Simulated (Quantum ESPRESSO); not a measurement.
# SiNi: which magnetic order is lowest, part 2 of 2

Wanted: the moments of SiNi and the energy of each order that was tried.

Quantum ESPRESSO 7.5; LDA; plane waves with GBRV 1.5 LDA potentials, no spin-orbit coupling.

So far: Starting point; Run 1 (ferro ++++).

## Step 3: Start 2: antiferro +−−+

The input, pw.in:

```
&CONTROL
  calculation = 'scf'
  prefix = 'pwscf'
  outdir = './tmp'
  pseudo_dir = './pseudo'
  disk_io = 'nowf'
/
&SYSTEM
  ibrav = 0
  celldm(1) = 8
  nat = 8
  ntyp = 3
  ecutwfc = 40
  ecutrho = 280
  nbnd = 57
  occupations = 'smearing'
  smearing = 'fd'
  degauss = 0.00734986
  nspin = 2
  starting_magnetization(1) = 0
  starting_magnetization(2) = 0.0556
  starting_magnetization(3) = -0.0556
/
&ELECTRONS
  conv_thr = 1.6d-08
  electron_maxstep = 150
  mixing_beta = 0.3
/
ATOMIC_SPECIES
Si     28.0850 si_lda_v1.uspp.F.UPF
Ni1    58.6934 ni_lda_v1.4.uspp.F.UPF
Ni2    58.6934 ni_lda_v1.4.uspp.F.UPF
CELL_PARAMETERS alat
   1.2219677769127    0.0000000000000    0.0000000000000
   0.0000000000000    0.7885118470767    0.0000000000000
   0.0000000000000    0.0000000000000    1.3239657444894
ATOMIC_POSITIONS crystal
Si      0.3212800000    0.7500000000    0.0825000000
Si      0.1787200000    0.2500000000    0.5825000000
Si      0.8212800000    0.7500000000    0.4175000000
Si      0.6787200000    0.2500000000    0.9175000000
Ni1     0.0077900000    0.2500000000    0.1875200000
Ni2     0.4922100000    0.7500000000    0.6875200000
Ni2     0.5077900000    0.2500000000    0.3124800000
Ni1     0.9922100000    0.7500000000    0.8124800000
K_POINTS automatic
8 8 8 0 0 0
```

Command:

```sh
OMP_NUM_THREADS=1 mpirun -n 4 pw.x -nk 4 -in pw.in > pw.out
```

The program printed:

```text
[banner, memory and clock lines left out]
Program PWSCF v.7.5 starts

     Message from routine setup:
     using ibrav=0 with symmetry is DISCOURAGED, use correct ibrav instead

     bravais-lattice index     =            0
     lattice parameter (alat)  =       8.0000  a.u.
     unit-cell volume          =     653.1526 (a.u.)^3
     number of atoms/cell      =            8
     number of atomic types    =            3
     number of electrons       =        88.00
     number of Kohn-Sham states=           57
     kinetic-energy cutoff     =      40.0000  Ry
     charge density cutoff     =     280.0000  Ry
     scf convergence threshold =      1.6E-08
     mixing beta               =       0.3000
     number of iterations used =            8  plain     mixing
     Exchange-correlation=  SLA  PZ   NOGX NOGC
                           (   1   1   0   0   0   0   0)

     celldm(1)=   8.000000  celldm(2)=   0.000000  celldm(3)=   0.000000
     celldm(4)=   0.000000  celldm(5)=   0.000000  celldm(6)=   0.000000

     crystal axes: (cart. coord. in units of alat)
               a(1) = (   1.221968   0.000000   0.000000 )
               a(2) = (   0.000000   0.788512   0.000000 )
               a(3) = (   0.000000   0.000000   1.323966 )

     reciprocal axes: (cart. coord. in units 2 pi/alat)
               b(1) = (  0.818352  0.000000  0.000000 )
               b(2) = (  0.000000  1.268212  0.000000 )
               b(3) = (  0.000000  0.000000  0.755307 )

     PseudoPot. # 1 for Si read from file:
     si_lda_v1.uspp.F.UPF
     Pseudo is Ultrasoft + core correction, Zval =  4.0

     PseudoPot. # 2 for Ni read from file:
     ni_lda_v1.4.uspp.F.UPF
     Pseudo is Ultrasoft + core correction, Zval = 18.0

     PseudoPot. # 3 for Ni read from file:
     ni_lda_v1.4.uspp.F.UPF
     Pseudo is Ultrasoft + core correction, Zval = 18.0

     atomic species   valence    mass     pseudopotential
     Si                4.00    28.08500     Si( 1.00)
     Ni1              18.00    58.69340     Ni( 1.00)
     Ni2              18.00    58.69340     Ni( 1.00)

     Starting magnetic structure
     atomic species   magnetization
     Si              0.000
     Ni1             0.056
     Ni2            -0.056

      4 Sym. Ops., with inversion, found ( 2 have fractional translation)

   Cartesian axes

     site n.     atom                  positions (alat units)
         1        Si     tau(   1) = (   0.3925938   0.5913839   0.1092272  )
         2        Si     tau(   2) = (   0.2183901   0.1971280   0.7712100  )
         3        Si     tau(   3) = (   1.0035777   0.5913839   0.5527557  )
         4        Si     tau(   4) = (   0.8293740   0.1971280   1.2147386  )
         5        Ni1    tau(   5) = (   0.0095191   0.1971280   0.2482701  )
         6        Ni2    tau(   6) = (   0.6014648   0.5913839   0.9102529  )
         7        Ni2    tau(   7) = (   0.6205030   0.1971280   0.4137128  )
         8        Ni1    tau(   8) = (   1.2124486   0.5913839   1.0756957  )

     number of k points=   170  Fermi-Dirac smearing, width (Ry)=  0.0073

     Number of k-points >= 100: set verbosity='high' to print them.

     Dense  grid:    51577 G-vectors     FFT dimensions: (  54,  36,  60)

     Smooth grid:    22357 G-vectors     FFT dimensions: (  40,  30,  45)

     Check: negative core charge=   -0.000009
     Generating pointlists ...
     new r_m :   0.2219 (alat units)  1.7756 (a.u.) for type    1
     new r_m :   0.2219 (alat units)  1.7756 (a.u.) for type    2
     new r_m :   0.2219 (alat units)  1.7756 (a.u.) for type    3

     Initial potential from superposition of free atoms

     starting charge      79.9976, renormalised to      88.0000
     Starting wfcs are   68 randomized atomic wfcs

     Self-consistent Calculation

     iteration #  1     ecut=    40.00 Ry     beta= 0.30
     Davidson diagonalization with overlap
     ethr =  1.00E-02,  avg # of iterations =  6.9

     total energy              =   -1347.42959711 Ry
     estimated scf accuracy    <     213.56640294 Ry

     total magnetization       =    -0.00 Bohr mag/cell
     absolute magnetization    =     0.42 Bohr mag/cell

     iteration #  2     ecut=    40.00 Ry     beta= 0.30
     Davidson diagonalization with overlap
     ethr =  1.00E-02,  avg # of iterations =  3.2

     total energy              =   -1410.01608518 Ry
     estimated scf accuracy    <      59.63397641 Ry

     total magnetization       =    -0.00 Bohr mag/cell
     absolute magnetization    =     0.19 Bohr mag/cell

     [... further iterations left out ...]

     iteration # 18     ecut=    40.00 Ry     beta= 0.30
     Davidson diagonalization with overlap
     ethr =  1.47E-10,  avg # of iterations =  1.0

     total energy              =   -1411.65576109 Ry
     estimated scf accuracy    <       0.00000005 Ry

     total magnetization       =    -0.00 Bohr mag/cell
     absolute magnetization    =     0.00 Bohr mag/cell

     iteration # 19     ecut=    40.00 Ry     beta= 0.30
     Davidson diagonalization with overlap
     ethr =  6.03E-11,  avg # of iterations =  2.0

     Magnetic moment per site  (integrated on atomic sphere of radius R)
     atom   1 (R=0.222)  charge=  1.6648  magn=  0.0000
     atom   2 (R=0.222)  charge=  1.6648  magn= -0.0000
     atom   3 (R=0.222)  charge=  1.6648  magn= -0.0000
     atom   4 (R=0.222)  charge=  1.6648  magn=  0.0000
     atom   5 (R=0.222)  charge= 16.3488  magn=  0.0000
     atom   6 (R=0.222)  charge= 16.3488  magn= -0.0000
     atom   7 (R=0.222)  charge= 16.3488  magn= -0.0000
     atom   8 (R=0.222)  charge= 16.3488  magn=  0.0000

     End of self-consistent calculation

     Number of k-points >= 100: set verbosity='high' to print the bands.

     the Fermi energy is    14.2584 ev

!    total energy              =   -1411.65576109 Ry
     estimated scf accuracy    <       0.00000001 Ry
     smearing contrib. (-TS)   =      -0.00520032 Ry
     internal energy E=F+TS    =   -1411.65056077 Ry

     The total energy is F=E-TS. E is the sum of the following terms:
     one-electron contribution =   -1050.77076785 Ry
     hartree contribution      =     572.12402718 Ry
     xc contribution           =    -158.09912064 Ry
     ewald contribution        =    -774.90469947 Ry

     total magnetization       =    -0.00 Bohr mag/cell
     absolute magnetization    =     0.00 Bohr mag/cell

     convergence has been achieved in  19 iterations
```

The job ended after 7.8 min (4 MPI ranks of Arm Neoverse V2, shared host; peak memory 1.3 GiB; 31 min of CPU time).

The spin moment in the atom's sphere vanishes on all atoms.

This step gave:

| Property | Result |
| --- | --- |
| smearing term TS | 0.07075 eV |
| magnetization | 0 μB |
| absolute magnetization | 0 μB |
| final state | non-magnetic |

## Step 4: Start 3: antiferro ++−−

pw.in: that of step 3 with these lines changed.

```diff
@@ -42,5 +42,5 @@
 Ni1     0.0077900000    0.2500000000    0.1875200000
-Ni2     0.4922100000    0.7500000000    0.6875200000
+Ni1     0.4922100000    0.7500000000    0.6875200000
 Ni2     0.5077900000    0.2500000000    0.3124800000
-Ni1     0.9922100000    0.7500000000    0.8124800000
+Ni2     0.9922100000    0.7500000000    0.8124800000
 K_POINTS automatic
```

The program printed:

```text
     [... lines left out ...]
Program PWSCF v.7.5 starts
     [... lines left out ...]
     number of atoms/cell      =            8
     [... lines left out ...]
     number of electrons       =        88.00
     number of Kohn-Sham states=           57
     kinetic-energy cutoff     =      40.0000  Ry
     charge density cutoff     =     280.0000  Ry
     scf convergence threshold =      1.6E-08
     [... lines left out ...]
      4 Sym. Ops. (no inversion) found ( 3 have fractional translation)
     [... lines left out ...]
     number of k points=   125  Fermi-Dirac smearing, width (Ry)=  0.0073
     [... lines left out ...]
     iteration # 18     ecut=    40.00 Ry     beta= 0.30
     [... lines left out ...]
     Magnetic moment per site  (integrated on atomic sphere of radius R)
     atom   1 (R=0.222)  charge=  1.6648  magn=  0.0000
     atom   2 (R=0.222)  charge=  1.6648  magn=  0.0000
     atom   3 (R=0.222)  charge=  1.6648  magn= -0.0000
     atom   4 (R=0.222)  charge=  1.6648  magn= -0.0000
     atom   5 (R=0.222)  charge= 16.3488  magn=  0.0000
     atom   6 (R=0.222)  charge= 16.3488  magn=  0.0000
     atom   7 (R=0.222)  charge= 16.3488  magn= -0.0000
     atom   8 (R=0.222)  charge= 16.3488  magn= -0.0000
     [... lines left out ...]
     the Fermi energy is    14.2584 ev
!    total energy              =   -1411.65576110 Ry
     estimated scf accuracy    <          5.7E-09 Ry
     smearing contrib. (-TS)   =      -0.00520040 Ry
     [... lines left out ...]
     total magnetization       =    -0.00 Bohr mag/cell
     absolute magnetization    =     0.00 Bohr mag/cell
     convergence has been achieved in  18 iterations
```

Wall time 5.5 min (4 MPI ranks); peak memory 1.1 GiB; 22 min of CPU time.

The spin moment in the atom's sphere vanishes on all atoms.

Numbers from this step:

* smearing term TS: 0.07076 eV
* magnetization: 0 μB
* absolute magnetization: 0 μB
* final state: non-magnetic

## Step 5: Energies of the orders

An order is kept where moments of 0.15 μB or more survive with the typed signs; meshes match where a doubled cell samples the same k points as the first cell.

Orders:

```
         start   final state  typed order kept  energy over the lowest (meV a seeded atom)  largest site moment (μB)  net moment (μB a cell of the first run)  mesh matched  CPU time (s)
    ferro ++++  non-magnetic                no                                           0                         0                                        0           yes          1316
antiferro +--+  non-magnetic                no                                           0                         0                                        0           yes          1882
antiferro ++--  non-magnetic                no                                           0                         0                                        0           yes          1309
```

## Step 6: Outcome

| Property | Result |
| --- | --- |
| lowest state found | non-magnetic (from ferro ++++, antiferro +--+ and antiferro ++--) |
| largest site moment | 0 μB |

**Reading.** The lowest state carries no moment, and no start kept one. This is the lowest of 3 collinear or spinless starts, no proof of the ground state. Energies are free energies at an electronic temperature of 1160 K, which lowers moments and differences where the moments are itinerant.

[Logs and program files are shortened in this print: banners, set-up blocks, solver, clock and traceback lines can be left out without a mark of their own.]

[Logs are printed without paths, hosts, clocks, repeated set-up lines and the standing remarks that a program may print on its own settings, such as how far it seeks lower states.]

[Hosts, paths, dates, database ids (printed as entryN), source tags and the programs' standing remarks are cut or masked in the printed files.]

[Where a cell is said to come from a database of computed structures, the database is the Materials Project.]
